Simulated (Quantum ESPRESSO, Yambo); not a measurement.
# NbInO4 (P2/c): G0W0 in Yambo against the bands, part 2 of 2

How does the gap of NbInO4 (P2/c) converge in the bands?

Yambo 5.3.0; LDA and many-body steps on it, plane waves. Known limits of the many-body steps: not at the basis limit; no spin-orbit coupling; coarse k mesh.

So far. Step 4 (128 bands): Against the run before, the gap moves by −0.251 eV.

### 5. 187 bands

Level of this step: G0W0 on LDA, plane waves, norm-conserving pseudopotentials (Yambo).

gw4.in

```
HF_and_locXC
gw0
dyson
ppa
em1d
rim_cut
RandQpts= 1000000
RandGvec= 1 RL
EXXRLvcs= 80 Ry
VXCRLvcs= 320 Ry
Chimod= "HARTREE"
% BndsRnXp
 1 | 187 |
%
NGsBlkXp= 6.5 Ry
% LongDrXp
 1 | 1 | 1 |
%
% GbndRnge
 1 | 187 |
%
DysSolver= "n"
ExtendOut
PPAPntXp= 27.21138 eV
% QPkrange
 9 | 9 | 57 | 60 |
 6 | 6 | 57 | 60 |
 1 | 1 | 57 | 60 |
%
```

Run with:

```
$ OMP_NUM_THREADS=2 mpirun -n 4 yambo -F gw4.in -J gw4 -C gw4 > gw4.log
```

Output:

```text
 Yambo, version 5.3.0

 [02] CORE Variables Setup
 =========================

  [... cell, symmetries and grids as in the set-up ...]

  [02.05] Energies & Occupations
  ==============================

  [X] === General ===
  [X] Electronic Temperature                        :  0.000000  0.000000 [eV K]
  [X] Bosonic    Temperature                        :  0.000000  0.000000 [eV K]
  [X] Finite Temperature mode                       : no
  [X] El. density                                   :  0.80827E+24 [cm-3]
[...]
QP @ state[ 1 ] b range                          :   57   60
   QP @ state[ 2 ] K range                          :   6   6
   QP @ state[ 2 ] b range                          :   57   60
   QP @ state[ 3 ] K range                          :   9   9
   QP @ state[ 3 ] b range                          :   57   60
   GF energies kind                                 : Slater exchange(X)+Perdew & Wang(C)
   GF WF`s kind                                     : Slater exchange(X)+Perdew & Wang(C)
   Xs energies kind                                 : Slater exchange(X)+Perdew & Wang(C)
   Xs WF`s kind                                     : Slater exchange(X)+Perdew & Wang(C)

 [11] Game Over & Game summary
```

Run time: 2.4 min. Hardware: 4 MPI ranks of Arm Neoverse V2, shared host; peak memory 5.8 GiB; 17 min of CPU time.

Numbers from this step:

- G0W0 gap on the points computed: 5.076 eV
- starting gap on the mesh: 3.307 eV
- k of the valence top: -0.5, 0, 0
- k of the conduction bottom: 0.25, 0, -0.5
- least direct G0W0 gap on the computed points: 5.171 eV

Against the run before, the gap moves by −0.179 eV.

### 6. 257 bands

gw5.in, as its differences from gw4.in of step 5:

```diff
@@ -12,3 +12,3 @@
 % BndsRnXp
- 1 | 187 |
+ 1 | 257 |
 %
@@ -19,3 +19,3 @@
 % GbndRnge
- 1 | 187 |
+ 1 | 257 |
 %
```

Run with:

```
$ OMP_NUM_THREADS=2 mpirun -n 4 yambo -F gw5.in -J gw5 -C gw5 > gw5.log
```

Output:

```text
 Yambo, version 5.3.0

 [02] CORE Variables Setup
 =========================

  [... cell, symmetries and grids as in the set-up ...]

  [02.05] Energies & Occupations
  ==============================

  [X] === General ===
  [X] Electronic Temperature                        :  0.000000  0.000000 [eV K]
  [X] Bosonic    Temperature                        :  0.000000  0.000000 [eV K]
  [X] Finite Temperature mode                       : no
  [X] El. density                                   :  0.80827E+24 [cm-3]
[...]
QP @ state[ 1 ] b range                          :   57   60
   QP @ state[ 2 ] K range                          :   6   6
   QP @ state[ 2 ] b range                          :   57   60
   QP @ state[ 3 ] K range                          :   9   9
   QP @ state[ 3 ] b range                          :   57   60
   GF energies kind                                 : Slater exchange(X)+Perdew & Wang(C)
   GF WF`s kind                                     : Slater exchange(X)+Perdew & Wang(C)
   Xs energies kind                                 : Slater exchange(X)+Perdew & Wang(C)
   Xs WF`s kind                                     : Slater exchange(X)+Perdew & Wang(C)

 [11] Game Over & Game summary
```

Run time: 3.5 min. Hardware: 4 MPI ranks; peak memory 5.7 GiB.

Numbers from this step:

```yaml
g0w0_gap_on_the_points_computed: 4.977 eV
starting_gap_on_the_mesh: 3.307 eV
k_of_the_valence_top: -0.5, 0, 0
k_of_the_conduction_bottom: 0.25, 0, -0.5
least_direct_g0w0_gap_on_the_computed_points: 5.073 eV
```

Against the run before, the gap moves by −0.099 eV.

### 7. 336 bands

gw6.in, as its differences from gw5.in of step 6:

```diff
@@ -12,3 +12,3 @@
 % BndsRnXp
- 1 | 257 |
+ 1 | 336 |
 %
@@ -19,3 +19,3 @@
 % GbndRnge
- 1 | 257 |
+ 1 | 336 |
 %
```

Run with:

```
$ OMP_NUM_THREADS=2 mpirun -n 4 yambo -F gw6.in -J gw6 -C gw6 > gw6.log
```

Output:

```text
 Yambo, version 5.3.0

 [02] CORE Variables Setup
 =========================

  [... cell, symmetries and grids as in the set-up ...]

  [02.05] Energies & Occupations
  ==============================

  [X] === General ===
  [X] Electronic Temperature                        :  0.000000  0.000000 [eV K]
  [X] Bosonic    Temperature                        :  0.000000  0.000000 [eV K]
  [X] Finite Temperature mode                       : no
  [X] El. density                                   :  0.80827E+24 [cm-3]
[...]
QP @ state[ 1 ] b range                          :   57   60
   QP @ state[ 2 ] K range                          :   6   6
   QP @ state[ 2 ] b range                          :   57   60
   QP @ state[ 3 ] K range                          :   9   9
   QP @ state[ 3 ] b range                          :   57   60
   GF energies kind                                 : Slater exchange(X)+Perdew & Wang(C)
   GF WF`s kind                                     : Slater exchange(X)+Perdew & Wang(C)
   Xs energies kind                                 : Slater exchange(X)+Perdew & Wang(C)
   Xs WF`s kind                                     : Slater exchange(X)+Perdew & Wang(C)

 [11] Game Over & Game summary
```

The job ended after 4.7 min (4 MPI ranks; peak memory 5.8 GiB; 35 min of CPU time).

Numbers from this step:

* G0W0 gap on the points computed: 4.927 eV
* starting gap on the mesh: 3.307 eV
* k of the valence top: -0.5, 0, 0
* k of the conduction bottom: 0.25, 0, -0.5
* least direct G0W0 gap on the computed points: 5.023 eV

Against the run before, the gap moves by −0.050 eV.

### 8. The runs together

Times are wall times on 4 MPI ranks of Arm Neoverse V2, shared host, good to a factor of about two.

```
      run   mesh  bands  screening cutoff (eV)  DFT gap (eV)  gap on the mesh (eV)  direct (eV)     time
 74 bands  4×2×2     74                   88.4         3.307                 5.861        5.941     33 s
 92 bands  4×2×2     92                   88.4         3.307                 5.506        5.600     50 s
128 bands  4×2×2    128                   88.4         3.307                 5.255        5.349     85 s
187 bands  4×2×2    187                   88.4         3.307                 5.076        5.171  2.4 min
257 bands  4×2×2    257                   88.4         3.307                 4.977        5.073  3.5 min
336 bands  4×2×2    336                   88.4         3.307                 4.927        5.023  4.7 min
```

### 9. What came out

* 74 bands: 5.861 eV
* 92 bands: 5.506 eV
* 128 bands: 5.255 eV
* 187 bands: 5.076 eV
* 257 bands: 4.977 eV
* 336 bands: 4.927 eV
* known limits: not at the basis limit; no spin-orbit coupling; coarse k mesh

What this shows: The setting moved: bands. From 74 bands to 336 bands the gap moves by −0.93 eV, for 8.5 times the time. The last step still moves it by −0.050 eV. Bands and screening cutoff are coupled, so a series along one setting does not show full convergence. Bands and cutoff are finite, so the gap is not at the basis limit. The miss can reach some tenths of an eV and take either sign; the mesh is an error of its own. In the G0W0 runs levels were corrected at 3 k points alone, so a gap called «on the mesh» is the least over those, and an edge elsewhere would be missed. The 4×2×2 mesh is coarse for this cell, which bears on the long-range parts of exchange and screening. The many-body steps are scalar-relativistic: spin-orbit coupling is not in them.

[Paths, hosts, dates, memory and timing lines, banners, echoed tables and standing remarks are left out of the program output.]

[Logs are printed without paths, hosts, clocks, repeated set-up lines and the standing remarks that a program may print on its own settings, such as how far it seeks lower states.]

[Runs of the session that timed out or met a known fault of the program may be left out.]

[Hosts, paths, dates, database ids (printed as entryN), source tags and the programs' standing remarks are cut or masked in the printed files.]
